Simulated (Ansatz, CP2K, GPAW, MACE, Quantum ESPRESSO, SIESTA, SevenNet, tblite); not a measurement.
**Running Ag(111)/Be(0001) interface (62 atoms) with GPAW**

Aim: run Ag(111)/Be(0001) interface (62 atoms) in GPAW and see how near its forces come to a plane-wave reference, and at what cost.

Program: GPAW 26.7.0. Level of theory: the method is named at each step. Results are calculated unless marked as measured.

## Step 1: Starting point

The cell holds 62 atoms: 14 Ag and 48 Be. Cell: a = 7.781 Å, b = 7.781 Å, c = 12.536 Å, α = 90.0°, β = 90.0°, γ = 60.0°. Fcc Ag(111), 2 repeat layers, 7 surface cells, strained +1.81 and +1.81 %; hcp Be(0001), 2 layers, 12 cells, -1.75 and -1.75 %; outer planes 2.37 Å apart and 2.39 Å at the second interface of the periodic stack; not relaxed, displaced by a Gaussian of 0.02 Å. Then every atom was moved at random, 0.03 Å r.m.s. a Cartesian component. Regions: Ag, 14 atoms (14 Ag); Be, 48 atoms (48 Be). The structure's axis is c.

The yardstick, on the same geometry:

* method: Kohn-Sham DFT, PBE, PAW, plane waves (Ansatz 0.2.0); cutoff 420 eV, Γ point, fermi-dirac smearing of 0.05 eV; PAW set soft_2
* r.m.s. force component: 0.4067 eV/Å
* longest force: 1.224 eV/Å
* pressure: -0.9296 GPa
* SCF cycles: 15
* time: 7.2 s on 4 threads of Arm Neoverse V1, shared host
* CPU time: 27 s

## Step 2: PBE, LCAO dzp, h 0.2 Å

Method: Kohn-Sham DFT, PBE, PAW, atomic orbitals (dzp).

The input, run.py:

```python
import numpy as np
from ase.io import read
from gpaw import GPAW, FermiDirac

atoms = read("structure.xyz")
atoms.calc = GPAW(
    mode="lcao",
    basis="dzp",
    h=0.2,
    xc="PBE",
    kpts={"size": (1, 1, 1), "gamma": True},
    occupations=FermiDirac(0.05),
    maxiter=200,
    symmetry={"point_group": False},
    txt="gpaw.txt",
)
energy = atoms.get_potential_energy(force_consistent=True)
forces = atoms.get_forces()
print(f"energy {energy:.6f} eV")
print("forces (eV/A)")
for i, (a, f) in enumerate(zip(atoms, forces)):
    print(f"{i:4d} {a.symbol:2s} {f[0]:10.5f} {f[1]:10.5f} {f[2]:10.5f}")
print(f"Fermi level {atoms.calc.get_fermi_level():.4f} eV")
for k in range(len(atoms.calc.get_ibz_k_points())):
    for s in range(atoms.calc.get_number_of_spins()):
        e = atoms.calc.get_eigenvalues(kpt=k, spin=s)
        n = np.searchsorted(e, atoms.calc.get_fermi_level())
        print(f"k {k} spin {s} levels about the Fermi level:", np.round(e[max(n - 6, 0):n], 4).tolist(), "|", np.round(e[n:n + 6], 4).tolist())
```

The input, structure.xyz:

```xyz
62
Lattice="7.78060 0.00000 0.00000 3.89030 6.73820 0.00000 0.00000 0.00000 12.53554" Properties=species:S:1:pos:R:3 pbc="T T T"
Ag 3.37950 3.91139 0.01905
Ag 6.66128 3.20024 2.33249
Ag 6.13100 4.88378 0.01366
Ag 9.41962 4.18489 2.32735
Ag 8.89245 5.78771 12.44917
Ag 4.46272 5.12117 2.29639
Ag 3.94760 6.72290 12.50558
Ag 7.21180 6.11970 2.35079
Ag 2.82848 0.96747 0.00188
Ag 6.15107 0.35477 2.31343
Ag 5.58795 1.94411 0.03159
Ag 1.18627 1.25283 2.30579
Ag 8.30851 2.89743 0.04500
Ag 3.79281 2.19490 2.31682
Be 4.27065 4.43111 4.65069
Be 3.69882 3.33716 6.57376
Be 4.37581 4.48292 8.30291
Be 3.62335 3.31425 10.14476
Be 2.42338 3.41984 4.70008
Be 1.70356 2.22657 6.48125
Be 2.41743 3.33096 8.28975
Be 1.72928 2.21168 10.11555
Be 2.41860 1.11868 4.69092
Be 5.63669 6.61779 6.49253
Be 2.41280 1.10028 8.33037
Be 5.68906 6.72183 10.18663
Be 8.23553 4.45179 4.68453
Be 7.55835 3.30542 6.48213
Be 8.20507 4.45388 8.30906
Be 7.53006 3.36667 10.18262
Be 8.27342 2.29247 4.80926
Be 7.58219 1.10884 6.46596
Be 8.27327 2.23493 8.34478
Be 7.64179 1.11234 10.10640
Be 4.32897 6.69265 4.62975
Be 3.73905 5.60901 6.54681
Be 4.29917 6.72904 8.40069
Be 3.73442 5.59614 10.08860
Be 6.26720 3.36856 4.67388
Be 5.65521 2.27313 6.48514
Be 6.20822 3.37934 8.33476
Be 5.60911 2.27037 10.17221
Be 6.26720 1.08498 4.77579
Be 9.58963 6.69986 6.48313
Be 6.27591 1.08579 8.36735
Be 9.45814 6.71711 10.15993
Be 10.18819 5.61110 4.73618
Be 9.55333 4.45139 6.52299
Be 10.17773 5.62397 8.44783
Be 9.59367 4.51911 10.15604
Be 4.29742 2.17678 4.61233
Be 3.66019 1.09273 6.47085
Be 4.29878 2.21202 8.35757
Be 3.74196 1.12656 10.15178
Be 8.24814 6.69629 4.70910
Be 7.51641 5.63657 6.52763
[... 2 atom lines left out ...]
Be 6.34084 5.59560 4.72740
Be 5.66214 4.50307 6.51447
Be 6.25245 5.65315 8.24137
Be 5.62456 4.54970 10.13837
```

Started as:

```console
$ OMP_NUM_THREADS=1 python run.py > output.txt
```

What it wrote:

```text
energy -177.239197 eV
forces (eV/A)
   0 Ag   -0.26165   -0.16354   -0.74900
   1 Ag    0.04670    0.00631    0.48134
   2 Ag    0.18887   -0.30542   -0.73510
   3 Ag    0.04067    0.16453    0.68300
   4 Ag    0.15618   -0.06989   -0.36008
   5 Ag   -0.04929    0.10637    0.80412
   6 Ag   -0.21869    0.27653   -0.77959
   7 Ag    0.31461   -0.26536    0.67345
   8 Ag   -0.13053    0.16749   -0.98116
   9 Ag   -0.07134   -0.25270    0.74552
  10 Ag   -0.11063   -0.06260   -0.59897
  11 Ag   -0.60173    0.09636    0.87770
  12 Ag    0.27730   -0.07977   -0.88733
  13 Ag    0.44557    0.49312    0.36555
  14 Be    0.44825   -0.04524    0.54587
  15 Be    0.16015   -0.09973   -0.40419
  16 Be   -0.56643    0.01164   -0.06678
  17 Be    0.32509   -0.12493   -0.27727
  18 Be    0.04697   -0.83999   -0.06874
  19 Be    0.58110   -0.10294    0.71650
  20 Be   -0.31478    0.38130    0.19773
  21 Be   -0.12995    0.62367    0.34395
  22 Be   -0.75030   -0.44216   -0.24384
  23 Be   -0.40978    1.45450    0.18676
[...]
54 Be    0.36938    0.00129   -0.18071
  55 Be    0.94684   -0.55191    0.14057
  56 Be    0.16648    0.15632   -0.06865
  57 Be   -0.30724    0.59508   -0.12154
  58 Be   -0.58053    0.10886   -0.35557
  59 Be   -0.22577   -0.54749    0.04132
  60 Be    0.25227   -0.60421    0.90912
  61 Be    0.68432   -0.43668   -0.37791
Fermi level 7.2550 eV
k 0 spin 0 levels about the Fermi level: [6.0867, 6.2443, 6.825, 7.0356, 7.0554, 7.158] | [7.2558, 7.2855, 7.3289, 7.3663, 7.45, 7.5139]
```

gpaw.txt:

```text
Input parameters:
  mode=LCAO(),
  basis={'default': 'dzp'},
  h=0.2,
  kpts=MonkhorstPack(size=(1, 1, 1), gamma=True),
  maxiter=200,
  occupations=Occupations(name='fermi-dirac', width=0.05, fixmagmom=False),
  symmetry=Symmetry(point_group=False),
  xc=XC(name='PBE')
Unit cell  # Å
| periodic |        x |        y |         z |   lengths |    angles |
|----------|----------|----------|-----------|-----------|-----------|
|      yes | 7.780600 | 0.000000 |  0.000000 |  7.780600 | 90.000000 |
|      yes | 3.890300 | 6.738200 |  0.000000 |  7.780602 | 90.000000 |
|      yes | 0.000000 | 0.000000 | 12.535540 | 12.535540 | 60.000010 |
Number of symmetries: 1
Symmetry operations  # r_c * U_cc + t_c -> r_c
|   | kind |            matrix            |
|---|------|------------------------------|
| 0 |  E   |  1, 0, 0,  0, 1, 0,  0, 0, 1 |
BZ-sampling:
  Number of BZ points: 1
  Number of IBZ points: 1
  Monkhorst-Pack size: [1, 1, 1]
  Monkhorst-Pack shift: [0, 0, 0]
[... lines left out ...]
  Fermi-Dirac:
[... lines left out ...]
xc functional:
  name: PBE with 2 nearest neighbor stencil
interpolation: tri-quintic # 5. degree polynomial
Initialization done in: 9.220 s
convergence criteria:
- Maximum [total energy] change in last 3 cyles: 0.0005 eV / valence electron
- Maximum integral of absolute [dens]ity change: 0.0001 electrons / valence electron
- Maximum integral of absolute [eigenst]ate change: 4e-08 eV^2 / valence electron
maximum number of iterations: 200
SCF iterations
|iter     |      energy | eigst |  dens |
|---------|-------------|-------|-------|
|iter:   1| -195.874920 |      c|       |
|iter:   2| -182.772762 |      c| -1.05 |
|iter:   3| -186.840237 |      c| -1.23 |
|iter:   4| -186.365887 |      c| -1.20 |
|iter:   5| -177.612276 |      c| -1.25 |
|iter:   6| -177.376829 |      c| -1.79 |
|iter:   7| -177.242626 |      c| -1.88 |
|iter:   8| -177.171540 |      c| -2.01 |
|iter:   9| -177.157309c|      c| -2.17 |
|iter:  10| -177.098828c|      c| -2.29 |
|iter:  11| -177.097750c|      c| -3.08 |
|iter:  12| -177.098882c|      c| -3.27 |
|iter:  13| -177.099819c|      c| -3.68 |
|iter:  14| -177.098702c|      c| -4.06c|
Converged in 14 steps
SCF loop duration: 181.060 s (12.933 s/step)
Energy contributions relative to reference atoms: (reference = -2043482.447686)
Energy contributions:
  Kinetic:         -51.322211
  Coulomb:         140.630004
  Zero:             -6.121782
  External:          0.000000
  Xc:             -260.144218
  Entropy:          -0.280991
  Spinorbit:         0.000000
  ----------------------------
  Free energy:    -177.239197
  Extrapolated:   -177.098702
dipole moment: (-8.937942, 68.452887, -118.321368)  # |e|*Ang
Fermi level: 7.255
Eigenvalues  # (at kpt = [0.000, 0.000, 0.000])
| band index |      eig [eV] | occ [0-2] |
|------------|---------------|-----------|
|          0 |       -48.736 |     2.000 |
|        ... |               |           |
|        158 |         5.480 |     2.000 |
|        159 |         5.516 |     2.000 |
[...]
|        173 |         8.295 |     0.000 |
|        ... |               |           |
|        204 |        12.797 |     0.000 |
Gap: 0.098 eV
Transition (v -> c):
  (s=0, k=0, n=165, [0.00, 0.00, 0.00]) -> (s=0, k=0, n=166, [0.00, 0.00, 0.00])
No difference between direct/indirect transitions
Force computation time: 34.649  # s
timing:  # [seconds]
  Total:  224.966  # ━━━━━━━━━━━━━━━━━━━━━━━━━━━━━━━━━━━━━━━━━━━━━━━━━━━━━━━━
  Init:     9.220  # ━━╸
  SCF:    181.060  # ━━━━━━━━━━━━━━━━━━━━━━━━━━━━━━━━━━━━━━━━━━━━━
  Forces:  34.649  # ━━━━━━━━╸
```

Run time: 3.8 min. Hardware: 1 thread of Arm Neoverse V1, shared host; peak memory 0.83 GiB.

Banners, paths, timers and routine set-up lines are dropped from the logs unmarked, and long logs keep their key lines alone; longer cuts are marked.

Numbers from this run, and their distance from the reference:

* r.m.s. force component: 0.4718 eV/Å
* r.m.s. difference of force components: 150.7 meV/Å
* longest difference of force vectors: 559.2 meV/Å
* force difference over r.m.s. force: 37.05 %
* slope of forces against the reference's: 1.104
* correlation of force components: 0.9519

This run lies far from the reference in forces at the same functional. Basis and potentials both differ; the latter hold 334 valence electrons against the reference's 362.

Length of the force difference by element (eV/Å):

```
element  atoms   mean  most
     Ag     14  0.083  0.14
     Be     48   0.27  0.56
```

A closer look about Be45, picked at random: 13 atoms, nearest first, numbered in the order of the input, with positions taken from that point.

| atom | x | y | z | distance (Å) | Fx | Fy | Fz (eV/Å) |
| --- | --- | --- | --- | --- | --- | --- | --- |
| Be45 | 0.00 | 0.00 | 0.00 | 0.00 | -0.08 | 0.53 | -0.55 |
| Be49 | 0.01 | -2.20 | 0.08 | 2.20 | -0.14 | -0.47 | -1.34 |
| Be37 | 1.91 | -1.09 | 0.03 | 2.20 | 0.66 | 0.18 | -1.11 |
| Be34 | 1.37 | 0.03 | 1.74 | 2.21 | 0.02 | 0.42 | 0.52 |
| Be46 | -0.71 | -1.11 | 1.79 | 2.22 | 0.48 | -0.25 | 0.17 |
| Be57 | -1.94 | -1.13 | -0.06 | 2.25 | 0.17 | 0.16 | -0.07 |
| Be42 | -0.67 | 1.18 | 1.80 | 2.26 | -0.24 | 0.22 | -0.64 |
| Be44 | -0.58 | -1.12 | -1.88 | 2.27 | -0.58 | -0.07 | 0.96 |
| Be53 | -1.98 | 1.13 | -0.01 | 2.28 | 0.46 | -0.19 | -0.56 |
| Be41 | -0.07 | 2.29 | -0.03 | 2.29 | 0.85 | -0.30 | -0.27 |
| Be33 | 2.00 | 1.15 | -0.02 | 2.30 | -0.72 | -0.10 | -0.40 |
| Be32 | 1.31 | 0.02 | -1.90 | 2.31 | 0.27 | -0.20 | 0.82 |
| Be40 | -0.62 | 1.19 | -1.88 | 2.31 | -0.60 | -0.51 | 0.56 |

Atoms are counted from 1 here, from 0 in the log.

Forces lie 37 % from the reference's, at 8.5 times its CPU time (on 1 against 4 cores).

The difference per atom is largest on Be (0.27 eV/Å on average, against 0.083 on Ag).

## Step 3: PBE, LCAO szp(dzp), h 0.2 Å

Method: Kohn-Sham DFT, PBE, PAW, atomic orbitals (szp(dzp)).

run.py, as its differences from that of step 2:

```diff
@@ -7,3 +7,3 @@
     mode="lcao",
-    basis="dzp",
+    basis="szp(dzp)",
     h=0.2,
```

structure.xyz is that of step 2.

What it wrote:

```text
energy -168.489233 eV
forces (eV/A)
   0 Ag   -0.29016   -0.11605   -0.65573
   1 Ag    0.10038    0.00345    0.36616
   2 Ag    0.24155   -0.23880   -0.60047
   3 Ag    0.02831    0.15964    0.57152
   4 Ag    0.12871   -0.08884   -0.30118
   5 Ag   -0.03134    0.18936    0.67080
   6 Ag   -0.17917    0.26495   -0.69451
   7 Ag    0.30150   -0.22739    0.57838
   8 Ag   -0.15944    0.14194   -0.85229
   9 Ag   -0.04812   -0.28654    0.64447
  10 Ag   -0.12763   -0.11679   -0.44386
  11 Ag   -0.58303    0.08058    0.79472
  12 Ag    0.28735   -0.09249   -0.74890
  13 Ag    0.34710    0.44542    0.25792
  14 Be    0.47875   -0.10592    0.52181
  15 Be    0.19607   -0.09883   -0.51401
  16 Be   -0.53349    0.00435   -0.02833
  17 Be    0.33891   -0.24596   -0.21367
  18 Be    0.04834   -0.89279   -0.17225
  19 Be    0.63209   -0.06598    0.68545
  20 Be   -0.35863    0.36547    0.22833
  21 Be   -0.17293    0.68959    0.47521
  22 Be   -0.75235   -0.46527   -0.34468
  23 Be   -0.40835    1.46725    0.14007
[...]
54 Be    0.36550   -0.06380   -0.27953
  55 Be    1.00213   -0.54305    0.09534
  56 Be    0.14560    0.15610   -0.03180
  57 Be   -0.38783    0.68094   -0.03650
  58 Be   -0.57969    0.21799   -0.45116
  59 Be   -0.29522   -0.58829   -0.02980
  60 Be    0.29417   -0.57330    1.00512
  61 Be    0.70548   -0.41803   -0.31810
Fermi level 7.2668 eV
k 0 spin 0 levels about the Fermi level: [6.2735, 6.817, 7.0254, 7.0473, 7.158, 7.2586] | [7.2915, 7.3718, 7.3881, 7.5107, 7.5375, 8.2918]
```

gpaw.txt:

```text
Input parameters:
  mode=LCAO(),
  basis={'default': 'szp(dzp)'},
  h=0.2,
  kpts=MonkhorstPack(size=(1, 1, 1), gamma=True),
  maxiter=200,
  occupations=Occupations(name='fermi-dirac', width=0.05, fixmagmom=False),
  symmetry=Symmetry(point_group=False),
  xc=XC(name='PBE')
Unit cell  # Å
| periodic |        x |        y |         z |   lengths |    angles |
[... lines left out ...]
  Fermi-Dirac:
[... lines left out ...]
convergence criteria:
- Maximum [total energy] change in last 3 cyles: 0.0005 eV / valence electron
[... lines left out ...]
Converged in 14 steps
[... lines left out ...]
  Free energy:    -168.489233
  Extrapolated:   -168.364471
dipole moment: (-9.114437, 68.603282, -119.012570)  # |e|*Ang
Fermi level: 7.267
Eigenvalues  # (at kpt = [0.000, 0.000, 0.000])
| band index |      eig [eV] | occ [0-2] |
|------------|---------------|-----------|
|          0 |       -48.938 |     2.000 |
|        ... |               |           |
|        159 |         5.544 |     2.000 |
|        160 |         6.114 |     2.000 |
[...]
|        174 |         8.448 |     0.000 |
|        ... |               |           |
|        204 |        13.124 |     0.000 |
Gap: 0.033 eV
Transition (v -> c):
  (s=0, k=0, n=166, [0.00, 0.00, 0.00]) -> (s=0, k=0, n=167, [0.00, 0.00, 0.00])
No difference between direct/indirect transitions
Force computation time: 25.147  # s
timing:  # [seconds]
  Total:  164.105  # ━━━━━━━━━━━━━━━━━━━━━━━━━━━━━━━━━━━━━━━━━━━━━━━━━━━━━━━━
  Init:     7.385  # ━━╸
  SCF:    131.537  # ━━━━━━━━━━━━━━━━━━━━━━━━━━━━━━━━━━━━━━━━━━━━━
  Forces:  25.147  # ━━━━━━━━╸
```

Wall time 2.8 min (1 thread); peak memory 0.79 GiB.

Against the reference:

| Quantity | Value |
| --- | --- |
| r.m.s. force component | 0.4726 eV/Å |
| r.m.s. difference of force components | 184.5 meV/Å |
| longest difference of force vectors | 566.3 meV/Å |
| force difference over r.m.s. force | 45.36 % |
| slope of forces against the reference's | 1.072 |
| correlation of force components | 0.9227 |

This is a coarse setting, run to see what it loses.

Against the first run (37 %), the force difference from the reference is 45 %, at 0.73 times the CPU time, with 402 basis functions against 618: the smaller basis costs accuracy.

## Step 4: LDA, LCAO dzp, h 0.2 Å

Method: Kohn-Sham DFT, LDA, PAW, atomic orbitals (dzp).

run.py, as its differences from that of step 3:

```diff
@@ -7,5 +7,5 @@
     mode="lcao",
-    basis="szp(dzp)",
+    basis="dzp",
     h=0.2,
-    xc="PBE",
+    xc="LDA",
     kpts={"size": (1, 1, 1), "gamma": True},
```

structure.xyz is that of step 3.

What it wrote:

```text
energy -212.006829 eV
forces (eV/A)
   0 Ag   -0.22016   -0.10650   -0.51290
   1 Ag    0.04926    0.00570    0.25495
   2 Ag    0.16417   -0.25140   -0.51928
   3 Ag    0.02654    0.13152    0.48565
   4 Ag    0.12706   -0.07065   -0.23371
   5 Ag   -0.03188    0.10725    0.56104
   6 Ag   -0.17725    0.22759   -0.55188
   7 Ag    0.24966   -0.20492    0.48067
   8 Ag   -0.10193    0.12004   -0.71870
   9 Ag   -0.04897   -0.20717    0.53622
  10 Ag   -0.09629   -0.06203   -0.36729
  11 Ag   -0.48604    0.06853    0.64064
[...]
57 Be   -0.28536    0.57739   -0.01410
  58 Be   -0.54065    0.10996   -0.41466
  59 Be   -0.21890   -0.51428    0.05393
  60 Be    0.24233   -0.59071    0.85057
  61 Be    0.69632   -0.41938   -0.28011
Fermi level 7.0060 eV
k 0 spin 0 levels about the Fermi level: [5.8268, 5.9867, 6.5652, 6.7738, 6.7926, 6.9013] | [7.0077, 7.0409, 7.0776, 7.1211, 7.1973, 7.2691]
```

gpaw.txt:

```text
Input parameters:
  mode=LCAO(),
  basis={'default': 'dzp'},
  h=0.2,
  kpts=MonkhorstPack(size=(1, 1, 1), gamma=True),
  maxiter=200,
  occupations=Occupations(name='fermi-dirac', width=0.05, fixmagmom=False),
  symmetry=Symmetry(point_group=False),
  xc=XC(name='LDA')
Unit cell  # Å
[... lines left out ...]
  Fermi-Dirac:
[... lines left out ...]
convergence criteria:
- Maximum [total energy] change in last 3 cyles: 0.0005 eV / valence electron
[... lines left out ...]
Converged in 16 steps
[... lines left out ...]
  Free energy:    -212.006829
[... lines left out ...]
Fermi level: 7.006
[... lines left out ...]
|          0 |       -48.786 |     2.000 |
|        ... |               |           |
|        158 |         5.240 |     2.000 |
|        159 |         5.275 |     2.000 |
[...]
|        173 |         8.049 |     0.000 |
|        ... |               |           |
|        204 |        12.502 |     0.000 |
Gap: 0.106 eV
Transition (v -> c):
  (s=0, k=0, n=165, [0.00, 0.00, 0.00]) -> (s=0, k=0, n=166, [0.00, 0.00, 0.00])
No difference between direct/indirect transitions
Force computation time: 33.824  # s
timing:  # [seconds]
  Total:  233.316  # ━━━━━━━━━━━━━━━━━━━━━━━━━━━━━━━━━━━━━━━━━━━━━━━━━━━━━━━━
  Init:     7.732  # ━━
  SCF:    191.720  # ━━━━━━━━━━━━━━━━━━━━━━━━━━━━━━━━━━━━━━━━━━━━━━
  Forces:  33.825  # ━━━━━━━━
```

The job ended after 3.9 min (1 thread; peak memory 0.84 GiB).

Against the reference:

- r.m.s. force component: 0.432 eV/Å
- r.m.s. difference of force components: 168.7 meV/Å
- longest difference of force vectors: 509 meV/Å
- force difference over r.m.s. force: 41.49 %
- slope of forces against the reference's: 0.9781
- correlation of force components: 0.9208

Against the first run (37 %), the force difference from the reference is 41 %, at 1.0 times the CPU time; the model has changed, so this is no error of the program alone.

## Step 5: The ladder

Differences are against the plane-wave reference, forces as r.m.s. over components; share is that over the reference's r.m.s. force, slope the least-squares factor from reference forces to these. Total energies of different programs have different zeros and aren't compared.

```csv
run,"Δ force, r.m.s. (meV/Å)",share (%),slope,cores,CPU time,memory (GiB)
reference,-,-,-,4,27 s,0.82
"GPAW PBE, LCAO dzp, h 0.2 Å",151,37.0,1.104,1,3.8 min,0.83
"GPAW PBE, LCAO szp(dzp), h 0.2 Å (coarse)",184,45.4,1.072,1,2.8 min,0.79
"GPAW LDA, LCAO dzp, h 0.2 Å",169,41.5,0.978,1,3.9 min,0.84
```

Rows marked coarse were listed beforehand as settings not expected to be converged; some can still land near the reference.

CPU time is summed over cores on a shared host, where runs went side by side, so it is rough. Symmetry, cutoffs, thresholds, outputs and thread counts weren't matched or tuned between programs; memory under MPI is the largest rank's times the ranks.

A second geometry, displaced anew (every atom was moved at random, 0.06 Å r.m.s. a Cartesian component), gives an energy difference that all programs can be tested on. The reference puts it at 25.70 meV/atom.

```
                             run  energy less the first geometry's (meV/atom)  error (meV/atom)  force share at the second geometry (%)
     GPAW PBE, LCAO dzp, h 0.2 Å                                        33.33              7.63                                    34.4
GPAW PBE, LCAO szp(dzp), h 0.2 Å                                        34.31              8.61                                    44.2
     GPAW LDA, LCAO dzp, h 0.2 Å                                        30.39              4.69                                    34.3
```

## Step 6: Outcome

```json
{
  "nearest in forces": "GPAW PBE, LCAO dzp, h 0.2 Å, 37 %",
  "its CPU time": "3.8 min"
}
```

**Reading.** The PBE run in local orbitals, coarse settings apart, differs by 37 % (GPAW PBE, LCAO dzp, h 0.2 Å); basis, grid and potentials can all enter. Rows with another functional or a dispersion term differ by 41 % (GPAW LDA, LCAO dzp, h 0.2 Å), which mixes the change of model with differences of basis and potentials. Runs with settings chosen to be coarse differ by 45 % (GPAW PBE, LCAO szp(dzp), h 0.2 Å), their programs' other errors included. None of the electronic-structure runs in the table takes under half the reference's CPU time of 27 s; they take 6.2 to 8.8 times as much. The energy difference between the two geometries, 25.7 meV/atom in the reference, is met best by GPAW LDA, LCAO dzp, h 0.2 Å (+4.69) and worst by GPAW PBE, LCAO szp(dzp), h 0.2 Å (coarse) (+8.61). The potentials hold different valence shells: 362 electrons in the reference, 334 in GPAW; this bears on time and differences. The reference's stress is far from hydrostatic: its diagonal is 7.2, 7.4, -17.4 GPa, compression counted positive. The host structure and its lattice constant were typed by rule, without a check against the phase diagram. The electronic-structure runs sample only Γ, in a cell whose shortest periodic width is 7 Å, which is coarse for a cell with partly filled levels.

[Also dropped from logs without a mark: logging warnings of Python, and SIESTA's first energy breakdown and zero terms.]

[Logs are printed without paths, hosts, clocks, repeated set-up lines and the standing remarks that a program may print on its own settings, such as how far it seeks lower states.]

[Hosts, paths, dates, database ids (printed as entryN), source tags and the programs' standing remarks are cut or masked in the printed files.]
